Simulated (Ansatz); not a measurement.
## LiGeF3 (model cell, started as cubic perovskite with Ge in the octahedra): from the cell to its phonons

Aim: the vibrations of LiGeF3 (model cell, started as cubic perovskite with Ge in the octahedra), their spectra, and whether the structure is stable.

Main program and level: Ansatz 0.2.0; DFT r2SCAN, scalar-relativistic, plane waves, PAW; PAW set soft_1.

The structure was built from a prototype and need not be the compound's stable phase.

## Step 1: The starting structure

The structure is cubic, space group Pm-3m (No. 221). The conventional cell has a = 4.371 Å, b = 4.371 Å, c = 4.371 Å, α = 90.00°, β = 90.00°, γ = 90.00°. Nearest to Li lie 12 F at 3.09 Å. Ge has 6 F at 2.19 Å nearest. Nearest to F lie 2 Ge at 2.19 Å. Farther neighbours and most contacts between anions are not listed.

## Step 2: Bringing the structure to rest

The cell and atoms are relaxed, since residual forces and stress would shift the frequencies.

File input.yaml:

```yaml
crystal:
  lattice:
    - [4.3708, 0.0, 0.0]
    - [0.0, 4.3708, 0.0]
    - [0.0, 0.0, 4.3708]
  atoms:
    - { symbol: Li, position: [0.0, 0.0, 0.0] }
    - { symbol: Ge, position: [0.5, 0.5, 0.5] }
    - { symbol: F, position: [0.5, 0.5, 0.0] }
    - { symbol: F, position: [0.5, 0.0, 0.5] }
    - { symbol: F, position: [0.0, 0.5, 0.5] }
kpoints:
  mp_grid: { grid: [6, 6, 6] }
hamiltonian:
  xc: r2scan
  pseudopotentials: { kind: paw, azcp: { folder: soft_1 } }
scf:
  occupations: { method: gaussian, width: 0.02 }
output:
  forces: true
  stress: true
  eigenvalues: true
relax:
  adjacent_minimum: "off"
  f_tol: 0.005
  max_steps: 80
  cell: { stress_tol: 0.05 }
```

Started as:

```bash
ansatz run input.yaml --threads 8 --pin off --max-ram 16384MiB --backend cpu --events-out ev --progress --plain --runs-dir out
```

Numbers of over 12 decimals in the logs are rounded to 6 here.

The program printed:

```text
Engine: ansatz 0.2.0, x86_64-unknown-linux-gnu
Pseudopotentials: kind: paw
Pseudopotential: Li, paw, valence charge 3, recommended cutoff 500 eV (meta_gga), soft_1/Li.paw.azcp
Pseudopotential: Ge, paw, valence charge 14, recommended cutoff 500 eV (meta_gga), soft_1/Ge.paw.azcp
Pseudopotential: F, paw, valence charge 7, recommended cutoff 500 eV (meta_gga), soft_1/F.paw.azcp
Functional definition: r2SCAN
  parameter k0 = 0.174
  parameter k1 = 0.065
  parameter a1 = 4.9479
  exchange = r2scan_x(k0 = k0, k1 = k1, a1 = a1)
  correlation = r2scan_c
Crystal: 5 atoms, lattice volume = 83.499 Å³
Basis set: ecut = 500 eV, 2103 PW (Γ), exchange–correlation on 128×128×128 points (64 copies of the dense FFT grid, shifted against one another)
Bands: 24, of which v1, the nominal top of the filled ones, is band 19 counted from 1 (18 counted from 0)
Symmetry: 48 space group operations
Space group: Pm-3m (ITA 221), of the structure as read, at distance tolerance 4.4e-5 Å
k-points: 20 of 216
Non-local potential: Li, projectors of the file, l = 0: 3, l = 1: 2, l = 2: 1
Non-local potential: Ge, projectors of the file, l = 0: 2, l = 1: 2, l = 2: 3, l = 3: 1
Non-local potential: F, projectors of the file, l = 0: 2, l = 1: 2, l = 2: 1
PAW form: soft (Blöchl's): semilocal exchange-correlation on the pseudo side does not see the compensation charge
PAW frozen core: Ge, regenerated for the run's functional (the file was generated under x = pbe(κ = 0.804, μ = 0.219515), c = pbe(β = 0.066725))
PAW frozen core: F, regenerated for the run's functional (the file was generated under x = pbe(κ = 0.804, μ = 0.219515), c = pbe(β = 0.066725))
PAW one-centre angular grid: Li, 302 points (default); XC on 295 of its mesh's 2161 points in the sphere
PAW one-centre angular grid: Ge, 590 points (default); XC on 160 Gauss nodes
PAW one-centre angular grid: F, 302 points (default); XC on 160 Gauss nodes
Initial density: superposition of atomic densities (chi_scale 0.1, normalization cell), built separately for each of the 2 bonded fragments (scf.initial_density.interfragment_charge_transfer: auto; true builds it for the cell as a whole; a typed value also counts as a typed key of the start: scf.initial_density.chi_scale says what that changes, if anything)
Initial wavefunctions: pseudopotential atomic-orbital guess
Functional: x = r2scan, c = r2scan; τ floored in thin density (d = 2e-4 eV/Å³)
SCF iter   1: F=—  HF=-6940.791331 eV  |F-HF|=—  |Δ(HF+E_count)|=         —  Δρ=7.27e-2  dr2=4.68e0  dr2_τ=2.79e-2  ethr=3.10e-3  ⟨swp⟩=6.1  Hψ=2053  notcnv=0
preconditioner: auto → Resta (q_TF=auto, 2.393 Å⁻¹)  ε∞=4.3  [insulator: Δε(μ)=1.241 eV  Ē_g=10.004 eV  σ=0.020 eV  W_gap=1.00  n_scr=18 (ndim 8)  ℏωp=18.2 eV  f_vac=0.013  D(μ)=0.00/eV (n_scr^D=0)  ε∞_Penn≈4.3]
SCF iter   2: F=—  HF=-6939.325439 eV  |F-HF|=—  |Δ(HF+E_count)|=    1.47e0  Δρ=3.05e-2  dr2=1.38e0  dr2_τ=2.14e-2  ethr=3.10e-3  ⟨swp⟩=2.9  Hψ=1127  notcnv=0  defer=20
SCF iter   3: F=—  HF=-6938.967629 eV  |F-HF|=—  |Δ(HF+E_count)|=   3.58e-1  Δρ=1.73e-2  dr2=3.73e-1  dr2_τ=1.17e-2  ethr=3.10e-3  ⟨swp⟩=2.8  Hψ=951  notcnv=0  defer=20
SCF iter   4: F=—  HF=-6938.883988 eV  |F-HF|=—  |Δ(HF+E_count)|=   8.36e-2  Δρ=5.26e-3  dr2=4.18e-2  dr2_τ=6.09e-4  ethr=9.82e-4  ⟨swp⟩=3.6  Hψ=921  notcnv=0  defer=20
SCF iter   5: F=—  HF=-6938.886315 eV  |F-HF|=—  |Δ(HF+E_count)|=   2.33e-3  Δρ=4.01e-3  dr2=8.84e-3  dr2_τ=4.97e-4  ethr=1.10e-4  ⟨swp⟩=3.1  Hψ=1130  notcnv=0  defer=20
SCF iter   6: F=—  HF=-6938.883807 eV  |F-HF|=—  |Δ(HF+E_count)|=   2.51e-3  Δρ=9.54e-4  dr2=6.83e-4  dr2_τ=2.70e-5  ethr=2.33e-5  ⟨swp⟩=2.0  Hψ=900  notcnv=0  defer=20
SCF iter   7: F=—  HF=-6938.884582 eV  |F-HF|=—  |Δ(HF+E_count)|=   7.75e-4  Δρ=2.53e-4  dr2=5.05e-5  dr2_τ=2.67e-6  ethr=1.80e-6  ⟨swp⟩=2.0  Hψ=915  notcnv=0  defer=20
SCF iter   8: F=—  HF=-6938.884607 eV  |F-HF|=—  |Δ(HF+E_count)|=   2.49e-5  Δρ=4.29e-5  dr2=1.33e-6  dr2_τ=4.92e-8  ethr=1.33e-7  ⟨swp⟩=2.0  Hψ=838  notcnv=0  defer=20
SCF iter   9: F=-6938.884609 eV  HF=-6938.884609 eV  |F-HF|=8.77e-8  |Δ(HF+E_count)|=   2.25e-6  Δρ=9.69e-6  dr2=5.82e-8  dr2_τ=3.35e-9  ethr=2.63e-10  ⟨swp⟩=8.4  Hψ=2381  notcnv=0
SCF 1 converged in 9 iterations: F = -6938.884609 eV  dr2 = 5.82e-8
  greatest PAW one-centre occupation: 0.999 electrons in one spin orbital (limit 2), on the Li atom at site 0 (counted from 0), in its partial waves of l = 0
relax step   1: F+E_penalty+E_count = -6938.88460930 eV  Δ(F+E_penalty+E_count) = +0.000e0 eV  max|allowed force component| = 2.856e-29 eV/Å  Δτ_max = 0.0000 Å  P = -1.110 GPa  Ω = 83.499 Å³  (9 SCF iters, dr2 threshold 1.00e-7 eV, accepted)
Crystal: 5 atoms, lattice volume = 82.277 Å³
Initial density: handed on by an earlier stage of this run
Initial wavefunctions: those handed on with the density
iter 1 solved again at ethr=6.18e-6 eV; its pass at ethr=3.10e-3 eV (dr2=2.35e-3 eV) is discarded
SCF iter   1: F=—  HF=-6938.885513 eV  |F-HF|=—  |Δ(HF+E_count)|=         —  Δρ=1.30e-3  dr2=2.27e-3  dr2_τ=3.37e-3  ethr=6.18e-6  ⟨swp⟩=1.1  Hψ=2363  notcnv=0
preconditioner: auto → Resta (q_TF=auto, 2.399 Å⁻¹)  ε∞=2.6  [insulator: Δε(μ)=1.531 eV  Ē_g=19.483 eV  σ=0.020 eV  W_gap=1.00  n_scr=18 (ndim 8)  ℏωp=24.6 eV  f_vac=0.291  D(μ)=0.00/eV (n_scr^D=0)  ε∞_Penn≈2.6]
SCF iter   2: F=—  HF=-6938.891016 eV  |F-HF|=—  |Δ(HF+E_count)|=   5.50e-3  Δρ=8.38e-4  dr2=4.23e-4  dr2_τ=3.19e-5  ethr=5.98e-6  ⟨swp⟩=2.5  Hψ=950  notcnv=0
SCF iter   3: F=—  HF=-6938.890891 eV  |F-HF|=—  |Δ(HF+E_count)|=   1.25e-4  Δρ=2.62e-4  dr2=1.05e-4  dr2_τ=3.17e-6  ethr=1.11e-6  ⟨swp⟩=2.9  Hψ=918  notcnv=0
SCF iter   4: F=—  HF=-6938.890851 eV  |F-HF|=—  |Δ(HF+E_count)|=   3.99e-5  Δρ=7.17e-5  dr2=4.18e-6  dr2_τ=2.89e-7  ethr=2.77e-7  ⟨swp⟩=2.4  Hψ=739  notcnv=0
SCF iter   5: F=—  HF=-6938.890851 eV  |F-HF|=—  |Δ(HF+E_count)|=   4.79e-7  Δρ=3.41e-5  dr2=5.40e-7  dr2_τ=3.28e-8  ethr=1.10e-8  ⟨swp⟩=2.0  Hψ=834  notcnv=0
SCF iter   6: F=-6938.890851 eV  HF=-6938.890851 eV  |F-HF|=4.36e-8  |Δ(HF+E_count)|=   2.71e-7  Δρ=1.02e-5  dr2=8.23e-8  dr2_τ=4.17e-9  ethr=1.32e-9  ⟨swp⟩=5.5  Hψ=1952  notcnv=0
SCF 2 converged in 6 iterations: F = -6938.890851 eV  dr2 = 8.23e-8
relax step   2: F+E_penalty+E_count = -6938.89085141 eV  Δ(F+E_penalty+E_count) = -6.242e-3 eV  max|allowed force component| = 1.063e-29 eV/Å  Δτ_max = 0.0000 Å  P = -0.339 GPa  Ω = 82.277 Å³  energy of the carried Pulay correction = +6.776e-4 eV  (6 SCF iters, dr2 threshold 5.00e-7 eV, accepted)
Crystal: 5 atoms, lattice volume = 81.752 Å³
iter 1 solved again at ethr=9.36e-7 eV; its pass at ethr=3.10e-3 eV (dr2=3.56e-4 eV) is discarded
SCF iter   1: F=—  HF=-6938.890601 eV  |F-HF|=—  |Δ(HF+E_count)|=         —  Δρ=5.63e-4  dr2=4.25e-4  dr2_τ=6.40e-4  ethr=9.36e-7  ⟨swp⟩=2.0  Hψ=2430  notcnv=0
preconditioner: auto → Resta (q_TF=auto, 2.401 Å⁻¹)  ε∞=2.6  [insulator: Δε(μ)=1.448 eV  Ē_g=19.494 eV  σ=0.020 eV  W_gap=1.00  n_scr=18 (ndim 8)  ℏωp=24.6 eV  f_vac=0.290  D(μ)=0.00/eV (n_scr^D=0)  ε∞_Penn≈2.6]
SCF iter   2: F=—  HF=-6938.891722 eV  |F-HF|=—  |Δ(HF+E_count)|=   1.12e-3  Δρ=3.72e-4  dr2=8.26e-5  dr2_τ=6.19e-6  ethr=9.36e-7  ⟨swp⟩=2.0  Hψ=942  notcnv=0
SCF iter   3: F=—  HF=-6938.891695 eV  |F-HF|=—  |Δ(HF+E_count)|=   2.73e-5  Δρ=1.14e-4  dr2=2.03e-5  dr2_τ=6.11e-7  ethr=2.17e-7  ⟨swp⟩=2.9  Hψ=918  notcnv=0
SCF iter   4: F=—  HF=-6938.891687 eV  |F-HF|=—  |Δ(HF+E_count)|=   7.70e-6  Δρ=3.36e-5  dr2=8.82e-7  dr2_τ=6.09e-8  ethr=5.34e-8  ⟨swp⟩=2.3  Hψ=736  notcnv=0
SCF iter   5: F=-6938.891687 eV  HF=-6938.891687 eV  |F-HF|=3.70e-8  |Δ(HF+E_count)|=   7.10e-8  Δρ=1.50e-5  dr2=1.09e-7  dr2_τ=6.58e-9  ethr=7.55e-10  ⟨swp⟩=5.4  Hψ=2041  notcnv=0
SCF 3 converged in 5 iterations: F = -6938.891687 eV  dr2 = 1.09e-7
relax step   3: F+E_penalty+E_count = -6938.89168726 eV  Δ(F+E_penalty+E_count) = -8.359e-4 eV  max|allowed force component| = 3.450e-29 eV/Å  Δτ_max = 0.0000 Å  P = +0.012 GPa  Ω = 81.752 Å³  energy of the carried Pulay correction = +9.740e-4 eV  (5 SCF iters, dr2 threshold 2.87e-7 eV, accepted)
Initial wavefunctions: pseudopotential atomic-orbital guess (no wavefunctions were taken with the density)
iter 1 solved again at ethr=1.46e-7 eV; its pass at ethr=3.10e-3 eV (dr2=5.54e-5 eV) is discarded
SCF iter   1: F=—  HF=-6938.890682 eV  |F-HF|=—  |Δ(HF+E_count)|=         —  Δρ=7.79e-5  dr2=5.62e-7  dr2_τ=1.83e-6  ethr=1.46e-7  ⟨swp⟩=3.0  Hψ=3229  notcnv=0
preconditioner: auto → Resta (q_TF=auto, 2.401 Å⁻¹)  ε∞=2.6  [insulator: Δε(μ)=1.426 eV  Ē_g=19.473 eV  σ=0.020 eV  W_gap=1.00  n_scr=18 (ndim 8)  ℏωp=24.6 eV  f_vac=0.291  D(μ)=0.00/eV (n_scr^D=0)  ε∞_Penn≈2.6]
SCF iter   2: F=—  HF=-6938.890681 eV  |F-HF|=—  |Δ(HF+E_count)|=   2.45e-7  Δρ=4.03e-5  dr2=1.81e-7  dr2_τ=2.23e-7  ethr=1.48e-9  ⟨swp⟩=3.0  Hψ=827  notcnv=0
SCF iter   3: F=—  HF=-6938.890682 eV  |F-HF|=—  |Δ(HF+E_count)|=   3.12e-7  Δρ=9.62e-6  dr2=4.15e-8  dr2_τ=4.21e-9  ethr=4.77e-10  ⟨swp⟩=2.0  Hψ=752  notcnv=0
SCF iter   4: F=—  HF=-6938.890682 eV  |F-HF|=—  |Δ(HF+E_count)|=   9.19e-9  Δρ=9.79e-7  dr2=1.21e-9  dr2_τ=3.55e-11  ethr=1.09e-10  ⟨swp⟩=2.4  Hψ=765  notcnv=0
SCF iter   5: F=—  HF=-6938.890682 eV  |F-HF|=—  |Δ(HF+E_count)|=  6.66e-10  Δρ=2.90e-7  dr2=7.34e-11  dr2_τ=5.00e-12  ethr=3.18e-12  ⟨swp⟩=2.0  Hψ=840  notcnv=0
SCF iter   6: F=-6938.890682 eV  HF=-6938.890682 eV  |F-HF|=9.09e-13  |Δ(HF+E_count)|=  1.73e-11  Δρ=2.91e-7  dr2=4.43e-11  dr2_τ=2.44e-12  ethr=1.00e-12  ⟨swp⟩=4.0  Hψ=1498  notcnv=0
SCF 4 converged in 6 iterations: F = -6938.890682 eV  dr2 = 4.43e-11
relax step   4: F+E_penalty+E_count = -6938.89068177 eV  Δ(F+E_penalty+E_count) = +1.005e-3 eV  max|allowed force component| = 4.222e-29 eV/Å  Δτ_max = 0.0000 Å  P = +0.020 GPa  Ω = 81.752 Å³  stress off target by 1.96e-2 GPa  SCF on the basis re-selected at this cell (its energy is not comparable with the rows above)  (6 SCF iters)
basis re-selected at this cell: Δ(F+E_penalty+E_count) = +1.005e-3 eV, ΔP = +0.008 GPa vs the last step (what re-selecting the basis moved, of the pressure what is left beyond the Pulay correction that the steps carried, after the strain that the cell walked since its last selection, with what the two solves' SCF thresholds leave and, on support functions, any second-order correction that the steps lacked; it is no m [...]
SCF converged after 6 iterations
Free energy (F): -6938.890682 eV
Harris-Foulkes:  -6938.890682 eV  (|F-HF|=9.09e-13)
Internal energy: -6938.890682 eV  (E = F + TS)
E sigma→0 (E₀):  -6938.890682 eV
Fermi energy:    5.451618 eV
--- Per-component energies (eV) ---
  E_band       = -475.215549
  E_kinetic    = 701.641938
  E_local      = -5003.924723  (includes V_loc(G=0)·N_el)
  E_nonlocal   = 449.355403
  E_hartree    = 2149.079345
  E_xc         = -304.330698
  E_vxc        = -419.179378  (∫ρ·V_xc dr)
  E_paw        = -2661.542689  (= ΣΔE_a)
  E_vpaw       = -531.495141  (= ΣTr[D̂ρ^β])
  E_aug_tail   = 0.001123  (compensation charges beyond the density's cutoff)
  E_vtau       = 30.226476  (kinetic-family band-sum trace: ∫τ·v_τ [+ j·A + Jᵃ·Aᵃ] dr)
  E_ewald      = -2267.990445
  E_core_change = -1.179936  (= ΣΔE_core)
  E_smearing   = -0.000000  (= −TS)
  E_closure    = 0.000000  (closes the sum)
  Σ components = -6938.890682   (vs F -6938.890682, Δ=0.00e0)
--- Forces (eV/Å), atoms counted from 1 ---
  atom   1  Li     0.00000000    -0.00000000     0.00000000
  atom   2  Ge     0.00000000    -0.00000000    -0.00000000
  atom   3  F      0.00000000    -0.00000000    -0.00000000
  atom   4  F      0.00000000     0.00000000    -0.00000000
  atom   5  F      0.00000000     0.00000000    -0.00000000
  max |Σ_I F_I| component: 1.04e-28 eV/Å
--- Stress (GPa, compression-positive) ---
        0.019650      -0.000000      -0.000000
       -0.000000       0.019650       0.000000
       -0.000000       0.000000       0.019650
  P = ⅓ Tr σ = 0.0196 GPa (0.196 kbar)
--- Band table (eV; the first three rows and the last of 20) ---
  k-point 0: bands = [... 15 lower, -1.3173, -1.3064, -1.3064, -1.3064, 6.1646, 10.2638, 10.2638, 10.2638, ... 1 higher]
  k-point 1: bands = [... 15 lower, -1.3318, -1.3079, -1.3079, -0.4554, 6.3647, 9.4402, 10.2846, 10.2846, ... 1 higher]
  k-point 2: bands = [... 15 lower, -1.3821, -1.3006, -1.3006, 0.9233, 6.6905, 8.4103, 10.3632, 10.3632, ... 1 higher]
  k-point 19: bands = [... 15 lower, -0.8859, -0.8859, -0.8859, 4.7387, 6.9072, 6.9072, 6.9072, 8.6976, ... 1 higher]
--- Relaxed structure (3 steps of the walk, 3 accepted, 1 SCFs on fresh bases) ---
  F+E_penalty+E_count = -6938.89068177 eV   max|allowed force component| = 4.222e-29 eV/Å   (the final SCF, on the basis selected at the relaxed cell)
  cell:  # Å, volume = 81.7520 Å³
    - [4.340097, 0, 0]
    - [0, 4.340097, 0.0]
    - [0.0, 0.0, 4.340097]
  atoms:
    - { symbol: Li, position: [0, 0, 0] }
    - { symbol: Ge, position: [0.500000, 0.500000, 0.500000] }
    - { symbol: F, position: [0.500000, 0.500000, 0] }
    - { symbol: F, position: [0.500000, 0, 0.500000] }
    - { symbol: F, position: [0, 0.500000, 0.500000] }
```

Run time: 3.6 s. Hardware: 8 threads of AMD EPYC 7B13 (Zen 3), shared host; peak memory 0.66 GiB; 22 s of CPU time.

The steps of the relaxation:

| step | energy less that of the first step (eV) | largest force component (eV/Å) | pressure (GPa) | volume (Å³) |
| --- | --- | --- | --- | --- |
| 1 | 0.0000 | 0.0000 | -1.11 | 83.50 |
| 2 | -0.0062 | 0.0000 | -0.34 | 82.28 |
| 3 | -0.0071 | 0.0000 | 0.01 | 81.75 |
| 4* | -0.0061 | 0.0000 | 0.02 | 81.75 |

Relaxation steps marked * repeat the geometry before them on a plane-wave basis chosen anew for their cell, so energy and pressure can jump there.

Forces are held to the 48 operations that the run works with; a distortion that breaks them can't arise in this run.

| conventional cell, symmetrised | before | after | change |
| --- | --- | --- | --- |
| a (Å) | 4.371 | 4.340 | -0.7 % |
| b (Å) | 4.371 | 4.340 | -0.7 % |
| c (Å) | 4.371 | 4.340 | -0.7 % |
| volume (Å³/atom) | 16.70 | 16.35 | -2.1 % |

The relaxed structure:

```cif
data_structure
_symmetry_space_group_name_H-M 'P 1'
_symmetry_Int_Tables_number 1
_cell_length_a 4.3401
_cell_length_b 4.3401
_cell_length_c 4.3401
_cell_angle_alpha 90.000
_cell_angle_beta 90.000
_cell_angle_gamma 90.000
_cell_volume 81.75
loop_
_atom_site_label
_atom_site_type_symbol
_atom_site_fract_x
_atom_site_fract_y
_atom_site_fract_z
_atom_site_occupancy
Li1 Li 0.00000 0.00000 0.00000 1
Ge2 Ge 0.50000 0.50000 0.50000 1
F3 F 0.50000 0.50000 0.00000 1
F4 F 0.50000 0.00000 0.50000 1
F5 F 0.00000 0.50000 0.50000 1
```

Numbers from this step:

```yaml
pressure: 0.01965 GPa
gap_on_the_k_mesh: 1.426 eV
volume_per_atom: 16.35 Å³
direct_gap_on_mesh: 2.169 eV
```

In this step the volume went from 16.70 to 16.35 Å³/atom.

## Step 3: Tight relaxation, k-mesh 8×8×8

Phonons need a cell at rest on their own settings, so the relaxation is repeated with tight tolerances on forces and stress, using the mesh and the filling of the phonon run that follows.

input.yaml, the sections that differ from step 2:

```yaml
crystal:
  lattice:
    - [4.3400973773, 0.0, 0.0]
    - [0.0, 4.3400973773, 0.0]
    - [0.0, 0.0, 4.3400973773]
  atoms:
    - { symbol: Li, position: [0.0, 0.0, 0.0] }
    - { symbol: Ge, position: [0.5, 0.5, 0.5] }
    - { symbol: F, position: [0.5, 0.5, 0.0] }
    - { symbol: F, position: [0.5, 0.0, 0.5] }
    - { symbol: F, position: [0.0, 0.5, 0.5] }
kpoints:
  mp_grid: { grid: [8, 8, 8] }
scf:
  occupations: { method: fixed }
relax:
  adjacent_minimum: "off"
  f_tol: 0.001
  max_steps: 60
  cell: { stress_tol: 0.01 }
# hamiltonian, output: as in step 2
```

The program printed:

```text
[...]
Crystal: 5 atoms, lattice volume = 81.752 Å³
Basis set: ecut = 500 eV, 2103 PW (Γ), exchange–correlation on 128×128×128 points (64 copies of the dense FFT grid, shifted against one another)
Bands: 24, of which v1, the nominal top of the filled ones, is band 19 counted from 1 (18 counted from 0)
Symmetry: 48 space group operations
[...]
k-points: 35 of 512
[...]
cell:  # Å, volume = 81.7520 Å³
    - [4.3400973773, 0.0, 0.0]
    - [0.0, 4.3400973773, 0.0]
    - [0.0, 0.0, 4.3400973773]
  atoms:
    - { symbol: Li, position: [0.0, 0.0, 0.0] }
    - { symbol: Ge, position: [0.500000, 0.500000, 0.500000] }
    - { symbol: F, position: [0.500000, 0.500000, 0.0] }
    - { symbol: F, position: [0.500000, 0.0, 0.500000] }
    - { symbol: F, position: [0.0, 0.500000, 0.500000] }
[key lines of the parts left out:]
SCF converged after 6 iterations
Free energy (F): -6938.892006 eV
Fermi energy:    4.738075 eV
P = ⅓ Tr σ = 0.0037 GPa (0.037 kbar)
```

It took 2.7 s on 8 threads; peak memory 0.68 GiB; 17 s of CPU time.

Little changed from the start: no atom moved by 0.005 Å and no cell edge by 0.1 %.

Numbers from this step:

| Property | Result |
| --- | --- |
| pressure | 0.003739 GPa |

The forces vanish by symmetry and the pressure is 0.004 GPa, within the tolerances set. The cell now holds 16.35 Å³/atom.

## Step 4: A first phonon run

The phonons are first tried on the mesh that the gap suggested.

input.yaml: that of step 3 with these lines changed.

```diff
@@ -19,9 +19,6 @@
 output:
-  forces: true
-  stress: true
   eigenvalues: true
-relax:
-  adjacent_minimum: "off"
-  f_tol: 0.001
-  max_steps: 60
-  cell: { stress_tol: 0.01 }
+phonons:
+  method: dfpt
+  dielectric: true
+  rigid_motions: translations
```

The program printed:

```text
[...]
Crystal: 5 atoms, lattice volume = 81.752 Å³
Basis set: ecut = 500 eV, 2103 PW (Γ), exchange–correlation on 320×320×320 points (1000 copies of the dense FFT grid, shifted against one another)
Bands: 24, of which v1, the nominal top of the filled ones, is band 19 counted from 1 (18 counted from 0)
Symmetry: 48 space group operations
k-points: 170 of 512 (irreducible under 2 space group operations, time reversal used)
[...]
optical modes at Γ + LO–TO along q̂ = [1.0000, 0.0000, 0.0000]:
      ω (cm⁻¹)  modes    IR ((D/Å)²/amu)
[...]
optical modes at Γ + LO–TO along q̂ = [0.0000, 1.0000, 0.0000]:
      ω (cm⁻¹)  modes    IR ((D/Å)²/amu)
[...]
optical modes at Γ + LO–TO along q̂ = [0.0000, 0.0000, 1.0000]:
      ω (cm⁻¹)  modes    IR ((D/Å)²/amu)
[...]
-83.89      3             0.0000
        137.26      1             0.3768
        155.36      2             2.3211
        418.74      1            31.1254
[key lines of the parts left out:]
SCF converged after 12 iterations
Free energy (F): -6938.892021 eV
Fermi energy:    4.738071 eV
```

The job ended after 99 s (8 threads; peak memory 8.2 GiB; 12 min of CPU time).

Numbers from this step:

| Item | Value |
| --- | --- |
| sum-rule residual before enforcement | 2.37e-4 eV/Å² |
| miss of the charge sum rule | 6.13e-4 e |
| estimated error of the dielectric tensor | 0.01260 |
| estimated error of the Born charges | 0.03109 e |
| point group | m-3m |
| highest optical mode at the zone centre (no LO-TO term) | 155.4 cm⁻¹ |
| lowest optical zone-centre mode | -308.2 cm⁻¹ |
| mean high-frequency dielectric constant | 3.423 |
| largest Born charge (third of the trace) | 3.778 e |
| top of the zone-centre spectrum with the field | 418.7 cm⁻¹ |

The highest optical mode at Γ without the field comes at 155.4 cm⁻¹, but the log warns of the mesh: “the force constants stand on the 8×8×8 k-mesh, whose period is 13.74 times the interband length at k = (-0.5000, -0.5000, -0.5000), direct gap 2.169 eV, under 14: take them and everything formed from them as unconverged”.

(Continued in part 2 of 3.)

[Logs are printed without paths, hosts, clocks, repeated set-up lines and the standing remarks that a program may print on its own settings, such as how far it seeks lower states.]

[Hosts, paths, dates, database ids (printed as entryN), source tags and the programs' standing remarks are cut or masked in the printed files.]
